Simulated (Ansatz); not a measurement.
# CsH (model cell, started as layered BN type): from the cell to its phonons

Aim: the vibrations of CsH (model cell, started as layered BN type), their spectra, and whether the structure is stable.

Method: DFT LDA, scalar-relativistic, plane waves, PAW, in Ansatz 0.2.0.

The structure was built from a prototype and need not be the compound's stable phase.

**1. The structure**

It takes space group P6_3/mmc (No. 194, hexagonal). The conventional cell has a = 4.892 Å, b = 4.892 Å, c = 7.061 Å, α = 90.00°, β = 90.00°, γ = 120.00°. Nearest to Cs lie 3 H at 2.82 Å. Nearest to H lie 3 Cs at 2.82 Å. Farther neighbours are not listed.

**2. Relaxation**

Harmonic phonons are second derivatives at a point where the forces vanish, and they are wanted at zero stress, so atoms and cell are relaxed first.

The input, input.yaml:

```yaml
crystal:
  lattice:
    - [4.892, 0.0, 0.0]
    - [-2.446, 4.2366, 0.0]
    - [0.0, 0.0, 7.061]
  atoms:
    - { symbol: Cs, position: [0.333333, 0.666667, 0.25] }
    - { symbol: Cs, position: [0.666667, 0.333333, 0.75] }
    - { symbol: H, position: [0.666667, 0.333333, 0.25] }
    - { symbol: H, position: [0.333333, 0.666667, 0.75] }
kpoints:
  mp_grid: { grid: [6, 6, 4] }
hamiltonian:
  xc: lda
scf:
  occupations: { method: gaussian, width: 0.02 }
output:
  forces: true
  stress: true
  eigenvalues: true
  write_density: true
  write_potential: true
  elf: true
  volumetric_format: npy
relax:
  adjacent_minimum: "off"
  f_tol: 0.005
  max_steps: 80
  cell: { stress_tol: 0.05 }
```

Started as:

```
$ ansatz run input.yaml --threads 4 --pin off --max-ram 7168MiB --backend cpu --events-out ev --progress --plain --runs-dir out
```

Numbers of over 12 decimals in the logs are rounded to 6 here.

Output:

```text
Warning: the atoms were moved onto the symmetric positions of the space group found under crystal.symmetry.tolerance 1.0e-5 (fractional; no operation is sought that the atoms, as they stand in a round, miss by more than twice it, and no atom is moved by as much as it), and the run uses the moved positions. Before a round's move an operation carried an atom to 4.89e-6 Å from where it should land, the largest such dist [...]
Engine: ansatz 0.2.0, aarch64-unknown-linux-gnu
Pseudopotentials: kind: paw
Pseudopotential: Cs, paw, valence charge 9, recommended cutoff 420 eV (normal), Cs.paw.azcp
Pseudopotential: H, paw, valence charge 1, recommended cutoff 420 eV (normal), H.paw.azcp
Functional definition: SPW92
  exchange = slater_x
  correlation = pw_c
Crystal: 4 atoms, lattice volume = 146.342 Å³
Basis set: ecut = 420 eV, 2861 PW (Γ)
Bands: 14, of which v1, the nominal top of the filled ones, is band 10 counted from 1 (9 counted from 0)
Symmetry: 24 space group operations
Space group: P63/mmc (ITA 194), of the structure as read, at distance tolerance 5.3e-5 Å
k-points: 21 of 144
Non-local potential: Cs, projectors of the file, l = 0: 3, l = 1: 2, l = 2: 2, l = 3: 2
Non-local potential: H, projectors of the file, l = 0: 2, l = 1: 1
PAW form: soft (Blöchl's): semilocal exchange-correlation on the pseudo side does not see the compensation charge
PAW frozen core: Cs, regenerated for the run's functional, and the local potential with it (the file was generated under x = pbe(κ = 0.804, μ = 0.219515), c = pbe(β = 0.066725))
PAW one-centre angular grid: Cs, 194 points (default); XC on 64 Gauss nodes
PAW one-centre angular grid: H, 110 points (default); XC on 64 Gauss nodes
Initial density: superposition of atomic densities (neutral atoms: chi_scale 0, normalization atom), corrected by the library's trained network
Initial wavefunctions: pseudopotential atomic-orbital guess
Functional: x = slater, c = lda
SCF iter   1: F=—  HF=-11041.479366 eV  |F-HF|=—  |Δ(HF+E_count)|=         —  Δρ=6.94e-3  dr2=7.55e-2  ethr=1.77e-3  ⟨swp⟩=6.8  Hψ=1935  notcnv=0
preconditioner: auto → Resta (q_TF=auto, 1.958 Å⁻¹)  ε∞=2.6  [insulator: Δε(μ)=2.439 eV  Ē_g=9.841 eV  σ=0.020 eV  W_gap=1.00  n_scr=22 (ndim 8)  ℏωp=12.3 eV  f_vac=0.120  D(μ)=0.00/eV (n_scr^D=0)  ε∞_Penn≈2.6]
SCF iter   2: F=—  HF=-11041.455302 eV  |F-HF|=—  |Δ(HF+E_count)|=   2.41e-2  Δρ=2.25e-3  dr2=7.99e-3  ethr=3.77e-4  ⟨swp⟩=2.0  Hψ=508  notcnv=0
SCF iter   3: F=—  HF=-11041.453185 eV  |F-HF|=—  |Δ(HF+E_count)|=   2.12e-3  Δρ=3.46e-4  dr2=1.59e-4  ethr=4.00e-5  ⟨swp⟩=2.0  Hψ=420  notcnv=0
SCF iter   4: F=—  HF=-11041.453239 eV  |F-HF|=—  |Δ(HF+E_count)|=   5.42e-5  Δρ=4.45e-5  dr2=3.61e-6  ethr=7.96e-7  ⟨swp⟩=2.4  Hψ=488  notcnv=0
SCF iter   5: F=—  HF=-11041.453241 eV  |F-HF|=—  |Δ(HF+E_count)|=   1.19e-6  Δρ=1.13e-5  dr2=1.48e-7  ethr=1.80e-8  ⟨swp⟩=2.0  Hψ=360  notcnv=0
SCF iter   6: F=-11041.453241 eV  HF=-11041.453241 eV  |F-HF|=6.34e-9  |Δ(HF+E_count)|=   1.70e-7  Δρ=1.82e-6  dr2=3.74e-9  ethr=5.00e-10  ⟨swp⟩=9.3  Hψ=2068  notcnv=0
SCF 1 converged in 6 iterations: F = -11041.453241 eV  dr2 = 3.74e-9
  greatest PAW one-centre occupation: 0.930 electrons in one spin orbital (limit 2), on the Cs atom at site 1 (counted from 0), in its partial waves of l = 0
relax step   1: F+E_penalty+E_count = -11041.45324078 eV  Δ(F+E_penalty+E_count) = +0.000e0 eV  max|allowed force component| = 8.330e-17 eV/Å  Δτ_max = 0.0000 Å  P = -0.057 GPa  Ω = 146.342 Å³  (6 SCF iters, dr2 threshold 1.00e-7 eV, accepted)
Crystal: 4 atoms, lattice volume = 143.864 Å³
Basis set: ecut = 420 eV, 2789 PW (Γ)
Initial density: handed on by an earlier stage of this run
Initial wavefunctions: those handed on with the density
iter 1 solved again at ethr=9.11e-6 eV; its pass at ethr=3.10e-3 eV (dr2=1.82e-3 eV) is discarded
SCF iter   1: F=—  HF=-11041.553727 eV  |F-HF|=—  |Δ(HF+E_count)|=         —  Δρ=9.32e-4  dr2=1.94e-3  ethr=9.11e-6  ⟨swp⟩=2.2  Hψ=2573  notcnv=0
preconditioner: auto → Resta (q_TF=auto, 1.964 Å⁻¹)  ε∞=2.6  [insulator: Δε(μ)=2.662 eV  Ē_g=9.894 eV  σ=0.020 eV  W_gap=1.00  n_scr=22 (ndim 8)  ℏωp=12.4 eV  f_vac=0.113  D(μ)=0.00/eV (n_scr^D=0)  ε∞_Penn≈2.6]
SCF iter   2: F=—  HF=-11041.553605 eV  |F-HF|=—  |Δ(HF+E_count)|=   1.21e-4  Δρ=5.50e-4  dr2=7.22e-4  ethr=9.11e-6  ⟨swp⟩=1.0  Hψ=294  notcnv=0
SCF iter   3: F=—  HF=-11041.553573 eV  |F-HF|=—  |Δ(HF+E_count)|=   3.20e-5  Δρ=5.06e-5  dr2=7.26e-6  ethr=3.61e-6  ⟨swp⟩=1.1  Hψ=303  notcnv=0
SCF iter   4: F=—  HF=-11041.553579 eV  |F-HF|=—  |Δ(HF+E_count)|=   6.21e-6  Δρ=1.52e-5  dr2=5.63e-7  ethr=3.63e-8  ⟨swp⟩=2.0  Hψ=454  notcnv=0
SCF iter   5: F=-11041.553580 eV  HF=-11041.553580 eV  |F-HF|=2.58e-8  |Δ(HF+E_count)|=   7.07e-7  Δρ=3.30e-6  dr2=2.78e-8  ethr=2.00e-9  ⟨swp⟩=10.2  Hψ=2314  notcnv=0
SCF 2 converged in 5 iterations: F = -11041.553580 eV  dr2 = 2.78e-8
relax step   2: F+E_penalty+E_count = -11041.55358022 eV  Δ(F+E_penalty+E_count) = -1.003e-1 eV  max|allowed force component| = 1.111e-16 eV/Å  Δτ_max = 0.0000 Å  P = -0.240 GPa  Ω = 143.864 Å³  energy of the carried Pulay correction = +3.348e-4 eV  (5 SCF iters, dr2 threshold 4.00e-7 eV, accepted)
Crystal: 4 atoms, lattice volume = 139.149 Å³
Basis set: ecut = 420 eV, 2727 PW (Γ)
iter 1 solved again at ethr=2.23e-5 eV; its pass at ethr=3.10e-3 eV (dr2=4.47e-3 eV) is discarded
SCF iter   1: F=—  HF=-11041.625101 eV  |F-HF|=—  |Δ(HF+E_count)|=         —  Δρ=1.29e-3  dr2=4.56e-3  ethr=2.23e-5  ⟨swp⟩=2.1  Hψ=2523  notcnv=0
preconditioner: auto → Resta (q_TF=auto, 1.975 Å⁻¹)  ε∞=2.6  [insulator: Δε(μ)=2.685 eV  Ē_g=9.931 eV  σ=0.020 eV  W_gap=1.00  n_scr=22 (ndim 8)  ℏωp=12.6 eV  f_vac=0.111  D(μ)=0.00/eV (n_scr^D=0)  ε∞_Penn≈2.6]
SCF iter   2: F=—  HF=-11041.624034 eV  |F-HF|=—  |Δ(HF+E_count)|=   1.07e-3  Δρ=5.73e-4  dr2=1.03e-3  ethr=2.23e-5  ⟨swp⟩=2.0  Hψ=336  notcnv=0
SCF iter   3: F=—  HF=-11041.623912 eV  |F-HF|=—  |Δ(HF+E_count)|=   1.22e-4  Δρ=1.62e-4  dr2=6.96e-5  ethr=5.13e-6  ⟨swp⟩=2.0  Hψ=336  notcnv=0
SCF iter   4: F=—  HF=-11041.623931 eV  |F-HF|=—  |Δ(HF+E_count)|=   1.92e-5  Δρ=2.18e-5  dr2=1.28e-6  ethr=3.48e-7  ⟨swp⟩=2.0  Hψ=454  notcnv=0
SCF iter   5: F=-11041.623933 eV  HF=-11041.623933 eV  |F-HF|=1.98e-8  |Δ(HF+E_count)|=   1.73e-6  Δρ=4.86e-6  dr2=3.44e-8  ethr=2.00e-9  ⟨swp⟩=10.8  Hψ=2431  notcnv=0
SCF 3 converged in 5 iterations: F = -11041.623933 eV  dr2 = 3.44e-8
relax step   3: F+E_penalty+E_count = -11041.62393264 eV  Δ(F+E_penalty+E_count) = -7.035e-2 eV  max|allowed force component| = 5.558e-17 eV/Å  Δτ_max = 0.0000 Å  P = -0.139 GPa  Ω = 139.149 Å³  energy of the carried Pulay correction = +9.778e-4 eV  (5 SCF iters, dr2 threshold 4.00e-7 eV, accepted)
[...]
relax step   4: F+E_penalty+E_count = -11041.65072871 eV  Δ(F+E_penalty+E_count) = -2.680e-2 eV  max|allowed force component| = 7.405e-17 eV/Å  Δτ_max = 0.0000 Å  P = -0.040 GPa  Ω = 137.315 Å³  energy of the carried Pulay correction = +1.238e-3 eV  (5 SCF iters, dr2 threshold 4.00e-7 eV, accepted)
Initial wavefunctions: pseudopotential atomic-orbital guess (no wavefunctions were taken with the density)
iter 1 solved again at ethr=9.28e-8 eV; its pass at ethr=3.10e-3 eV (dr2=1.86e-5 eV) is discarded
SCF iter   1: F=—  HF=-11041.650976 eV  |F-HF|=—  |Δ(HF+E_count)|=         —  Δρ=1.37e-4  dr2=1.56e-6  ethr=9.28e-8  ⟨swp⟩=3.0  Hψ=2829  notcnv=0
preconditioner: auto → Resta (q_TF=auto, 1.979 Å⁻¹)  ε∞=2.6  [insulator: Δε(μ)=2.561 eV  Ē_g=9.961 eV  σ=0.020 eV  W_gap=1.00  n_scr=20 (ndim 8)  ℏωp=12.7 eV  f_vac=0.125  D(μ)=0.00/eV (n_scr^D=0)  ε∞_Penn≈2.6]
SCF iter   2: F=—  HF=-11041.650999 eV  |F-HF|=—  |Δ(HF+E_count)|=   2.24e-5  Δρ=6.99e-5  dr2=4.12e-7  ethr=7.82e-9  ⟨swp⟩=1.0  Hψ=294  notcnv=0
SCF iter   3: F=—  HF=-11041.651006 eV  |F-HF|=—  |Δ(HF+E_count)|=   7.62e-6  Δρ=6.37e-7  dr2=6.80e-10  ethr=2.06e-9  ⟨swp⟩=2.0  Hψ=334  notcnv=0
SCF iter   4: F=—  HF=-11041.651006 eV  |F-HF|=—  |Δ(HF+E_count)|=  9.70e-10  Δρ=2.55e-7  dr2=1.53e-10  ethr=1.00e-12  ⟨swp⟩=6.4  Hψ=1527  notcnv=0
SCF iter   5: F=-11041.651006 eV  HF=-11041.651006 eV  |F-HF|=0.00e0  |Δ(HF+E_count)|=  3.17e-10  Δρ=5.43e-8  dr2=2.19e-12  ethr=1.00e-12  ⟨swp⟩=5.7  Hψ=1244  notcnv=0
SCF 5 converged in 5 iterations: F = -11041.651006 eV  dr2 = 2.19e-12
relax step   5: F+E_penalty+E_count = -11041.65100645 eV  Δ(F+E_penalty+E_count) = -2.777e-4 eV  max|allowed force component| = 8.327e-17 eV/Å  Δτ_max = 0.0000 Å  P = -0.039 GPa  Ω = 137.315 Å³  stress off target by 3.92e-2 GPa  SCF on the basis re-selected at this cell (its energy is not comparable with the rows above)  (5 SCF iters)
basis re-selected at this cell: Δ(F+E_penalty+E_count) = -2.777e-4 eV, ΔP = +0.001 GPa vs the last step (what re-selecting the basis moved, of the pressure what is left beyond the Pulay correction that the steps carried, after the strain that the cell walked since its last selection, with what the two solves' SCF thresholds leave and, on support functions, any second-order correction that the steps lacked; it is no measure of the basis error at this ecutwfc). The dense FFT grid was sized anew with the basis: this SCF ran on 36×36×45 points, the steps before it on 36×36×48, so part of this shift can come from that change (see relax.cell in the input reference). [rest of the remark cut]
SCF converged after 5 iterations
Free energy (F): -11041.651006 eV
Harris-Foulkes:  -11041.651006 eV  (|F-HF|=0.00e0)
Internal energy: -11041.651006 eV  (E = F + TS)
E sigma→0 (E₀):  -11041.651006 eV
Fermi energy:    3.956641 eV
--- Per-component energies (eV) ---
  E_band       = -130.273171
  E_kinetic    = 311.316189
  E_local      = -599.949937  (includes V_loc(G=0)·N_el)
  E_nonlocal   = 67.746773
  E_hartree    = 207.209806
  E_xc         = -363.374591
  E_vxc        = -276.406823  (∫ρ·V_xc dr)
  E_paw        = -9806.632245  (= ΣΔE_a)
  E_vpaw       = -47.396871  (= ΣTr[D̂ρ^β])
  E_aug_tail   = -0.002110  (compensation charges beyond the density's cutoff)
  E_ewald      = -858.506004
  E_core_change = 0.541113  (= ΣΔE_core)
  E_smearing   = -0.000000  (= −TS)
  E_closure    = 0.000000  (closes the sum)
  Σ components = -11041.651006   (vs F -11041.651006, Δ=0.00e0)
--- Forces (eV/Å), atoms counted from 1 ---
  atom   1  Cs     0.00000000     0.00000000     0.00000000
  atom   2  Cs    -0.00000000    -0.00000000     0.00000000
  atom   3  H      0.00000000     0.00000000     0.00000000
  atom   4  H      0.00000000    -0.00000000     0.00000000
  max |Σ_I F_I| component: 9.25e-18 eV/Å
--- Stress (GPa, compression-positive) ---
       -0.038778       0.000000       0.000000
       -0.000000      -0.038778       0.000000
        0.000000       0.000000      -0.039250
  P = ⅓ Tr σ = -0.0389 GPa (-0.389 kbar)
--- Band table (eV; the first three rows and the last of 21) ---
  k-point 0: bands = [... 6 lower, -5.1007, -4.8757, 1.0106, 1.5389, 6.6080, 6.8791, 6.8791, 7.7903]
  k-point 1: bands = [... 6 lower, -5.1467, -5.0722, 1.3847, 1.7490, 6.5899, 6.5899, 6.7043, 7.2345]
  k-point 2: bands = [... 6 lower, -5.2565, -5.2565, 1.9005, 1.9005, 6.6447, 6.6447, 6.6447, 6.6447]
  k-point 20: bands = [... 6 lower, -4.9528, -4.9528, 2.6763, 2.6763, 5.9321, 5.9321, 6.0620, 6.0620]
--- Relaxed structure (4 steps of the walk, 4 accepted, 1 SCFs on fresh bases) ---
  F+E_penalty+E_count = -11041.65100645 eV   max|allowed force component| = 8.327e-17 eV/Å   (the final SCF, on the basis selected at the relaxed cell)
  cell:  # Å, volume = 137.3155 Å³
    - [5.103800, 0, 0.0]
    - [-2.551900, 4.420021, 0.0]
    - [0.0, 0.0, 6.086975]
  atoms:
    - { symbol: Cs, position: [0.333333, 0.666667, 0.25] }
    - { symbol: Cs, position: [0.666667, 0.333333, 0.75] }
    - { symbol: H, position: [0.666667, 0.333333, 0.25] }
    - { symbol: H, position: [0.333333, 0.666667, 0.75] }
```

Elapsed: 3.9 s, on 4 threads of Arm Neoverse V2, shared host; peak memory 0.41 GiB.

The steps of the relaxation:

```csv
step,energy less that of the first step (eV),largest force component (eV/Å),pressure (GPa),volume (Å³)
1,0.0000,0.0000,-0.06,146.34
2,-0.1003,0.0000,-0.24,143.86
3,-0.1707,0.0000,-0.14,139.15
4,-0.1975,0.0000,-0.04,137.32
5*,-0.1978,0.0000,-0.04,137.32
```

Relaxation steps marked * repeat the geometry before them on a plane-wave basis chosen anew for their cell, so energy and pressure can jump there.

The run keeps the 24 symmetry operations that it works with, so distortions that break them were not tested.

```csv
cell as run,before,after,change
a (Å),4.892,5.104,+4.3 %
b (Å),4.892,5.104,+4.3 %
c (Å),7.061,6.087,-13.8 %
volume (Å³/atom),36.59,34.33,-6.2 %
```

The relaxed structure:

```cif
data_structure
_symmetry_space_group_name_H-M 'P 1'
_symmetry_Int_Tables_number 1
_cell_length_a 5.1038
_cell_length_b 5.1038
_cell_length_c 6.0870
_cell_angle_alpha 90.000
_cell_angle_beta 90.000
_cell_angle_gamma 120.000
_cell_volume 137.32
loop_
_atom_site_label
_atom_site_type_symbol
_atom_site_fract_x
_atom_site_fract_y
_atom_site_fract_z
_atom_site_occupancy
Cs1 Cs 0.33333 0.66667 0.25000 1
Cs2 Cs 0.66667 0.33333 0.75000 1
H3 H 0.66667 0.33333 0.25000 1
H4 H 0.33333 0.66667 0.75000 1
```

Numbers from this step:

```
pressure           : -0.03893 GPa
gap on the k-mesh  : 2.561 eV
volume per atom    : 34.33 Å³
direct gap on mesh : 2.787 eV
```

Electrostatic potential energy in the ac plane at fractional y = 0.333, with atoms of Cs and H within 0.2 Å of it. With pseudopotentials it is smooth inside the atoms' cores, unlike the true potential.

Ten even steps from '0' (-22 eV) to '9' (7 eV), each cell a mean:
```
99999988766789
99999874101478
99999861000058
99999850011037
99999850010048
99999872000268
99999986434688
99999998888899
99999999999999
98889999999999
98888999868999
88888999503999
98888999726999
98889999999999
99999999999999
99999999999999
```
Columns run along a (5.1 Å; values clipped at the 3rd and 97th percentile), rows up along c (6.1 Å). Atoms in or near the plane, at fractional coordinates: Cs at (0.67, 0.75), H at (0.67, 0.25).

ELF in the ac plane at fractional y = 0.333, with atoms of Cs and H within 0.2 Å of it. It is the smooth field of the valence electrons, not physical close to the nuclei.

Ten even steps from '_' (0.11 × 1e-1) to '@' (9.98 × 1e-1), each cell a mean:
```
____________::==******++::__
____..____..++%%%%%%%%%%**::
__..::..__--##%%**==**%%%%==
__..--..__--%%%%--__::##%%++
__..--..__--##%%==..--%%%%==
____....__::**%%%%##%%%%##--
____________--**%%%%%%##==..
______________::------::..__
______________..........____
__::--::____..++##%%##**::__
..==++==..__--@@@@@@@@@@++__
..==**++::..==@@@@@@@@@@++__
..==**++::__==@@@@@@@@@@++__
__--==--..__::%%@@@@@@%%==__
__......______::======--..__
________________......______
```
Columns run along a (5.1 Å), rows up along c (6.1 Å). Atoms in or near the plane, at fractional coordinates: Cs at (0.67, 0.75), H at (0.67, 0.25).

Valence density in the ac plane at fractional y = 0.333, with atoms of Cs and H within 0.2 Å of it. It is the smooth field of the valence electrons, not physical close to the nuclei.

Ten even steps from '_' (0.0 e/Å³) to '@' (1.1 e/Å³), each cell a mean:
```
______________..::--::..____
____________..==##%%##==..__
____________--##@@##%%%%==..
__________..==@@**..++@@++..
____________--%%##==##@@==..
____________::**@@@@@@**::__
______________::==++==::..__
________________......______
____________________________
________________......______
______________..::==::..____
____..________..==@@**::____
______________..--##==..____
________________..::..______
____________________________
____________________________
```
Columns run along a (5.1 Å), rows up along c (6.1 Å). Atoms in or near the plane, at fractional coordinates: Cs at (0.67, 0.75), H at (0.67, 0.25).

In this step the volume went from 36.59 to 34.33 Å³/atom.

**3. Relaxing to small forces for the phonons**

Phonons need a cell at rest on their own settings, so the relaxation is repeated with tight tolerances on forces and stress on the k mesh and occupations of the first response run.

The input, input.yaml:

```yaml
crystal:
  lattice:
    - [5.103800451, 0.0, 0.0]
    - [-2.5519002255, 4.4200208464, 0.0]
    - [0.0, 0.0, 6.086974611]
  atoms:
    - { symbol: Cs, position: [0.3333333333, 0.6666666667, 0.25] }
    - { symbol: Cs, position: [0.6666666667, 0.3333333333, 0.75] }
    - { symbol: H, position: [0.6666666667, 0.3333333333, 0.25] }
    - { symbol: H, position: [0.3333333333, 0.6666666667, 0.75] }
kpoints:
  mp_grid: { grid: [6, 6, 4] }
hamiltonian:
  xc: lda
scf:
  occupations: { method: fixed }
output:
  forces: true
  stress: true
  eigenvalues: true
relax:
  adjacent_minimum: "off"
  f_tol: 0.001
  max_steps: 60
  cell: { stress_tol: 0.01 }
```

Output:

```text
[...]
Crystal: 4 atoms, lattice volume = 137.315 Å³
Basis set: ecut = 420 eV, 2691 PW (Γ)
Bands: 14, of which v1, the nominal top of the filled ones, is band 10 counted from 1 (9 counted from 0)
Symmetry: 24 space group operations
[...]
k-points: 21 of 144
[...]
--- Relaxed structure (3 steps of the walk, 3 accepted, 1 SCFs on fresh bases) ---
[...]
cell:  # Å, volume = 136.7341 Å³
    - [5.096147, 0.0, 0.0]
    - [-2.548074, 4.413393, 0.0]
    - [0.0, 0.0, 6.079421]
  atoms:
    - { symbol: Cs, position: [0.333333, 0.666667, 0.250000] }
    - { symbol: Cs, position: [0.666667, 0.333333, 0.750000] }
    - { symbol: H, position: [0.666667, 0.333333, 0.250000] }
    - { symbol: H, position: [0.333333, 0.666667, 0.750000] }
[key lines of the parts left out:]
SCF converged after 5 iterations
Free energy (F): -11041.651068 eV
Fermi energy:    2.707462 eV
P = ⅓ Tr σ = -0.0004 GPa (-0.004 kbar)
```

Elapsed: 2.7 s, on 4 threads; peak memory 0.4 GiB; 9.2 s of CPU time.

The steps of the relaxation:

```csv
step,energy less that of the first step (eV),largest force component (eV/Å),pressure (GPa),volume (Å³)
1,0.0000,0.0000,-0.04,137.32
2,-0.0001,0.0000,-0.02,136.98
3,-0.0002,0.0000,0.00,136.73
4*,-0.0001,0.0000,0.00,136.73
```

Relaxation steps marked * repeat the geometry before them on a plane-wave basis chosen anew for their cell, so energy and pressure can jump there.

Forces are held to the 24 operations that the run works with; a distortion that breaks them can't arise in this run.

```csv
"conventional cell, symmetrised",before,after,change
a (Å),5.104,5.096,-0.1 %
b (Å),5.104,5.096,-0.1 %
c (Å),6.087,6.079,-0.1 %
volume (Å³/atom),34.33,34.18,-0.4 %
```

The relaxed structure:

```xyz
4
Lattice="5.0961 0.0000 0.0000 -2.5481 4.4134 0.0000 0.0000 0.0000 6.0794" Properties=species:S:1:pos:R:3 pbc="T T T"
Cs    0.0000    2.9423    1.5199
Cs    2.5481    1.4711    4.5596
H     2.5481    1.4711    1.5199
H     0.0000    2.9423    4.5596
```

This step gave:

| Item | Value |
| --- | --- |
| pressure | -3.85e-4 GPa |
| gap on the k-mesh | 2.557 eV |
| volume per atom | 34.18 Å³ |
| direct gap on mesh | 2.788 eV |

The forces vanish by symmetry and the pressure is 0.000 GPa, within the tolerances set. The cell now holds 34.18 Å³/atom.

[end of part 1 of 2]

[Logs are printed without paths, hosts, clocks, repeated set-up lines and the standing remarks that a program may print on its own settings, such as how far it seeks lower states.]

[Hosts, paths, dates, database ids (printed as entryN), source tags and the programs' standing remarks are cut or masked in the printed files.]
